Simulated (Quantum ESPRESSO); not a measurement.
**Magnetic state of Ba2Fe2Se2OF2 from several starts**

Does Ba2Fe2Se2OF2 prefer parallel or opposed moments?

Calculated with Quantum ESPRESSO 7.5; LDA; plane waves with GBRV 1.5 LDA potentials, no spin-orbit coupling.

## Step 1: The structure

It takes space group I4/mmm (No. 139, tetragonal). Conventional cell: a = 4.195 Å, b = 4.195 Å, c = 19.522 Å, α = 90.00°, β = 90.00°, γ = 90.00°. Ba has 4 F at 2.62 Å and 1 O at 3.31 Å and 4 Se at 3.35 Å nearest. Fe has 2 O at 2.10 Å and 4 Se at 2.73 Å nearest. Nearest to Se lie 4 Fe at 2.73 Å and 4 Ba at 3.35 Å. Nearest to O lie 4 Fe at 2.10 Å and 2 Ba at 3.31 Å. Nearest to F lie 4 Ba at 2.62 Å. Farther neighbours and most contacts between anions are not listed.

The cell comes from the Crystallography Open Database.

## Step 2: Run 1 (ferro ++)

The signs are those of the starting moments on the seeded atoms, the atoms that are given a moment.

pw.in reads:

```
&CONTROL
  calculation = 'scf'
  prefix = 'pwscf'
  outdir = './tmp'
  pseudo_dir = './pseudo'
  disk_io = 'nowf'
/
&SYSTEM
  ibrav = 0
  celldm(1) = 8
  nat = 9
  ntyp = 5
  ecutwfc = 40
  ecutrho = 280
  nbnd = 59
  occupations = 'smearing'
  smearing = 'fd'
  degauss = 0.00367493
  nspin = 2
  starting_magnetization(1) = 0
  starting_magnetization(2) = 0.25
  starting_magnetization(3) = 0
  starting_magnetization(4) = 0
  starting_magnetization(5) = 0
/
&ELECTRONS
  conv_thr = 1.8d-08
  electron_maxstep = 150
  mixing_beta = 0.3
/
ATOMIC_SPECIES
Ba    137.3270 ba_lda_v1.uspp.F.UPF
Fe     55.8450 fe_lda_v1.5.uspp.F.UPF
Se     78.9710 se_lda_v1.uspp.F.UPF
O      15.9990 o_lda_v1.2.uspp.F.UPF
F      18.9984 f_lda_v1.4.uspp.F.UPF
CELL_PARAMETERS alat
  -0.4954153251472    0.4954153251472    2.3057020878090
   0.4954153251472   -0.4954153251472    2.3057020878090
   0.4954153251472    0.4954153251472   -2.3057020878090
ATOMIC_POSITIONS crystal
Ba      0.6694250000    0.6694250000    0.0000000000
Ba      0.3305750000    0.3305750000    0.0000000000
Fe      0.0000000000    0.5000000000    0.5000000000
Fe      0.5000000000    0.0000000000    0.5000000000
Se      0.0898200000    0.0898200000    0.0000000000
Se      0.9101800000    0.9101800000    0.0000000000
O       0.5000000000    0.5000000000    0.0000000000
F       0.2500000000    0.7500000000    0.5000000000
F       0.7500000000    0.2500000000    0.5000000000
K_POINTS automatic
6 6 6 0 0 0
```

Command:

```bash
> OMP_NUM_THREADS=1 mpirun -n 4 pw.x -nk 4 -in pw.in > pw.out
```

Output:

```text
Program PWSCF v.7.5 starts

     Message from routine setup:
     using ibrav=0 with symmetry is DISCOURAGED, use correct ibrav instead

     K-points division:     npool     =       4
     Subspace diagonalization in iterative solution of the eigenvalue problem:

     G-vector sticks info
     --------------------
     sticks:   dense  smooth     PW     G-vecs:    dense   smooth      PW
     Sum        4611    2629    911                91755    39539    8099

     Using Slab Decomposition

     bravais-lattice index     =            0
     lattice parameter (alat)  =       8.0000  a.u.
     unit-cell volume          =    1158.9695 (a.u.)^3
     number of atoms/cell      =            9
     number of atomic types    =            5
     number of electrons       =        84.00
     number of Kohn-Sham states=           59
     kinetic-energy cutoff     =      40.0000  Ry
     charge density cutoff     =     280.0000  Ry
     scf convergence threshold =      1.8E-08
     mixing beta               =       0.3000
     number of iterations used =            8  plain     mixing
     Exchange-correlation=  SLA  PZ   NOGX NOGC
                           (   1   1   0   0   0   0   0)

     celldm(1)=   8.000000  celldm(2)=   0.000000  celldm(3)=   0.000000
     celldm(4)=   0.000000  celldm(5)=   0.000000  celldm(6)=   0.000000

     crystal axes: (cart. coord. in units of alat)
               a(1) = (  -0.495415   0.495415   2.305702 )
               a(2) = (   0.495415  -0.495415   2.305702 )
               a(3) = (   0.495415   0.495415  -2.305702 )

     reciprocal axes: (cart. coord. in units 2 pi/alat)
               b(1) = (  0.000000  1.009254  0.216854 )
               b(2) = (  1.009254  0.000000  0.216854 )
               b(3) = (  1.009254  1.009254  0.000000 )

     PseudoPot. # 1 for Ba read from file:
     ba_lda_v1.uspp.F.UPF
     Pseudo is Ultrasoft + core correction, Zval = 10.0
     Generated by new atomic code, or converted to UPF format
     Using radial grid of  907 points,  7 beta functions with:
                l(1) =   0
                l(2) =   0
                l(3) =   1
                l(4) =   1
                l(5) =   2
                l(6) =   2
                l(7) =   3
     Q(r) pseudized with  6 coefficients,  rinner =    1.700   1.700   1.700
                                                       1.700   1.700   1.700
                                                       1.700

     PseudoPot. # 2 for Fe read from file:
     fe_lda_v1.5.uspp.F.UPF
     Pseudo is Ultrasoft + core correction, Zval = 16.0
     Generated by new atomic code, or converted to UPF format
     Using radial grid of  861 points,  6 beta functions with:
                l(1) =   0
                l(2) =   0
                l(3) =   1
                l(4) =   1
                l(5) =   2
                l(6) =   2
     Q(r) pseudized with  8 coefficients,  rinner =    1.000   1.000   1.000
                                                       1.000   1.000

     PseudoPot. # 3 for Se read from file:
     se_lda_v1.uspp.F.UPF
     Pseudo is Ultrasoft + core correction, Zval =  6.0
     Generated by new atomic code, or converted to UPF format
     Using radial grid of  877 points,  6 beta functions with:
                l(1) =   0
                l(2) =   0
                l(3) =   1
                l(4) =   1
                l(5) =   2
                l(6) =   2
     Q(r) pseudized with  8 coefficients,  rinner =    1.300   1.300   1.300
                                                       1.300   1.300

     PseudoPot. # 4 for O  read from file:
     o_lda_v1.2.uspp.F.UPF
     Pseudo is Ultrasoft + core correction, Zval =  6.0
     Generated by new atomic code, or converted to UPF format
     Using radial grid of  737 points,  5 beta functions with:
                l(1) =   0
                l(2) =   0
                l(3) =   1
                l(4) =   1
                l(5) =   2
     Q(r) pseudized with  8 coefficients,  rinner =    0.900   0.900   0.900
                                                       0.900   0.900

     PseudoPot. # 5 for F  read from file:
     f_lda_v1.4.uspp.F.UPF
     Pseudo is Ultrasoft, Zval =  7.0
     Generated by new atomic code, or converted to UPF format
     Using radial grid of  799 points,  4 beta functions with:
                l(1) =   0
                l(2) =   0
                l(3) =   1
                l(4) =   1
     Q(r) pseudized with  8 coefficients,  rinner =    0.950   0.950   0.950

     atomic species   valence    mass     pseudopotential
     Ba               10.00   137.32700     Ba( 1.00)
     Fe               16.00    55.84500     Fe( 1.00)
     Se                6.00    78.97100     Se( 1.00)
     O                 6.00    15.99900     O ( 1.00)
     F                 7.00    18.99840     F ( 1.00)

     Starting magnetic structure
     atomic species   magnetization
     Ba              0.000
     Fe              0.250
     Se              0.000
     O               0.000
     F               0.000

     16 Sym. Ops., with inversion, found

   Cartesian axes

     site n.     atom                  positions (alat units)
         1        Ba     tau(   1) = (  -0.0000000   0.0000000   3.0869892  )
         2        Ba     tau(   2) = (   0.0000000  -0.0000000   1.5244149  )
         3        Fe     tau(   3) = (   0.4954153   0.0000000   0.0000000  )
         4        Fe     tau(   4) = (   0.0000000   0.4954153   0.0000000  )
         5        Se     tau(   5) = (  -0.0000000   0.0000000   0.4141963  )
         6        Se     tau(   6) = (  -0.0000000   0.0000000   4.1972079  )
         7        O      tau(   7) = (   0.0000000   0.0000000   2.3057021  )
         8        F      tau(   8) = (   0.4954153   0.0000000   1.1528510  )
         9        F      tau(   9) = (   0.0000000   0.4954153   1.1528510  )

     number of k points=    30  Fermi-Dirac smearing, width (Ry)=  0.0037
                       cart. coord. in units 2pi/alat
        k(    1) = (   0.0000000   0.0000000   0.0000000), wk =   0.0046296
        k(    2) = (   0.1682090   0.1682090   0.0000000), wk =   0.0185185
        k(    3) = (   0.3364181   0.3364181   0.0000000), wk =   0.0185185
        k(    4) = (  -0.5046271  -0.5046271   0.0000000), wk =   0.0092593
        k(    5) = (   0.1682090   0.0000000   0.0361423), wk =   0.0370370
        [... 25 further k-points ...]

     Dense  grid:    91755 G-vectors     FFT dimensions: ( 108, 108, 108)

     Smooth grid:    39539 G-vectors     FFT dimensions: (  80,  80,  80)

     Check: negative core charge=   -0.000013
     Generating pointlists ...
     new r_m :   0.2554 (alat units)  2.0436 (a.u.) for type    1
     new r_m :   0.2044 (alat units)  1.6349 (a.u.) for type    2
     new r_m :   0.2664 (alat units)  2.1310 (a.u.) for type    3
     new r_m :   0.2044 (alat units)  1.6349 (a.u.) for type    4
     new r_m :   0.2554 (alat units)  2.0436 (a.u.) for type    5

     Initial potential from superposition of free atoms

     starting charge      81.9744, renormalised to      84.0000

     negative rho (up, down):  1.004E-01 1.004E-01
     Starting wfcs are   72 randomized atomic wfcs

     Self-consistent Calculation

     iteration #  1     ecut=    40.00 Ry     beta= 0.30
     Davidson diagonalization with overlap
     ethr =  1.00E-02,  avg # of iterations =  4.8

     negative rho (up, down):  9.607E-02 9.609E-02

     total energy              =    -817.87459524 Ry
     estimated scf accuracy    <      88.55799932 Ry

     total magnetization       =     0.17 Bohr mag/cell
     absolute magnetization    =     0.96 Bohr mag/cell

     iteration #  2     ecut=    40.00 Ry     beta= 0.30
     Davidson diagonalization with overlap
     ethr =  1.00E-02,  avg # of iterations =  7.5

     negative rho (up, down):  7.071E-02 7.097E-02

     total energy              =    -832.00782633 Ry
     estimated scf accuracy    <     620.39779013 Ry

     total magnetization       =     0.02 Bohr mag/cell
     absolute magnetization    =     0.19 Bohr mag/cell

     iteration #  3     ecut=    40.00 Ry     beta= 0.30
     Davidson diagonalization with overlap
     ethr =  1.00E-02,  avg # of iterations =  7.7

     negative rho (up, down):  7.493E-02 7.509E-02

     total energy              =    -857.32142285 Ry
     estimated scf accuracy    <      31.37470529 Ry

     total magnetization       =     3.45 Bohr mag/cell
     absolute magnetization    =     3.76 Bohr mag/cell

     [... further iterations left out ...]

     iteration # 14     ecut=    40.00 Ry     beta= 0.30
     Davidson diagonalization with overlap
     ethr =  1.06E-08,  avg # of iterations =  2.1

     negative rho (up, down):  9.029E-02 9.055E-02

     total energy              =    -857.90782276 Ry
     estimated scf accuracy    <       0.00000277 Ry

     total magnetization       =     7.98 Bohr mag/cell
     absolute magnetization    =     8.01 Bohr mag/cell

     iteration # 15     ecut=    40.00 Ry     beta= 0.30
     Davidson diagonalization with overlap
     ethr =  3.30E-09,  avg # of iterations =  2.2

     negative rho (up, down):  9.029E-02 9.055E-02

     total energy              =    -857.90782366 Ry
     estimated scf accuracy    <       0.00000039 Ry

     total magnetization       =     7.98 Bohr mag/cell
     absolute magnetization    =     8.01 Bohr mag/cell

     iteration # 16     ecut=    40.00 Ry     beta= 0.30
     Davidson diagonalization with overlap
     ethr =  4.59E-10,  avg # of iterations =  3.3

     negative rho (up, down):  9.031E-02 9.056E-02

     total energy              =    -857.90782381 Ry
     estimated scf accuracy    <       0.00000013 Ry

     total magnetization       =     7.98 Bohr mag/cell
     absolute magnetization    =     8.01 Bohr mag/cell

     iteration # 17     ecut=    40.00 Ry     beta= 0.30
     Davidson diagonalization with overlap
     ethr =  1.54E-10,  avg # of iterations =  3.3

     negative rho (up, down):  9.031E-02 9.057E-02

     Magnetic moment per site  (integrated on atomic sphere of radius R)
     atom   1 (R=0.255)  charge=  6.2465  magn=  0.0121
     atom   2 (R=0.255)  charge=  6.2465  magn=  0.0121
     atom   3 (R=0.204)  charge= 13.4091  magn=  3.2239
     atom   4 (R=0.204)  charge= 13.4091  magn=  3.2239
     atom   5 (R=0.266)  charge=  4.3781  magn=  0.1945
     atom   6 (R=0.266)  charge=  4.3781  magn=  0.1945
     atom   7 (R=0.204)  charge=  5.6083  magn=  0.3155
     atom   8 (R=0.255)  charge=  7.3503  magn=  0.0044
     atom   9 (R=0.255)  charge=  7.3503  magn=  0.0044

     End of self-consistent calculation

     [... lines left out ...]
     the Fermi energy is     9.2565 ev

!    total energy              =    -857.90782386 Ry
     estimated scf accuracy    <       0.00000001 Ry
     smearing contrib. (-TS)   =      -0.00221843 Ry
     internal energy E=F+TS    =    -857.90560543 Ry

     The total energy is F=E-TS. E is the sum of the following terms:
     one-electron contribution =    -582.58284604 Ry
     hartree contribution      =     330.74452184 Ry
     xc contribution           =    -197.50392762 Ry
     ewald contribution        =    -408.56335361 Ry

     total magnetization       =     7.98 Bohr mag/cell
     absolute magnetization    =     8.01 Bohr mag/cell

     convergence has been achieved in  17 iterations

=------------------------------------------------------------------------------=
   JOB DONE.
=------------------------------------------------------------------------------=
```

Elapsed: 11 min, on 4 MPI ranks of Arm Neoverse V1, shared host; peak memory 1.7 GiB; 43 min of CPU time.

Spin moment in the atom's sphere by atom:

```csv
atom,spin moment in the atom's sphere (μB)
Ba1,0.01
Ba2,0.01
Fe3,3.22
Fe4,3.22
Se5,0.19
Se6,0.19
O7,0.32
F8,0.00
F9,0.00
```

Read from the output:

```yaml
smearing_term_ts: 0.03018 eV
magnetization: 7.984 μB
absolute_magnetization: 8.014 μB
final_state: ferromagnetic
```

(Continued in part 2 of 2.)

[Logs and program files are shortened in this print: banners, set-up blocks, solver, clock and traceback lines can be left out without a mark of their own.]

[Logs are printed without paths, hosts, clocks, repeated set-up lines and the standing remarks that a program may print on its own settings, such as how far it seeks lower states.]

[Hosts, paths, dates, database ids (printed as entryN), source tags and the programs' standing remarks are cut or masked in the printed files.]

[Where a cell is said to come from a database of computed structures, the database is the Materials Project.]
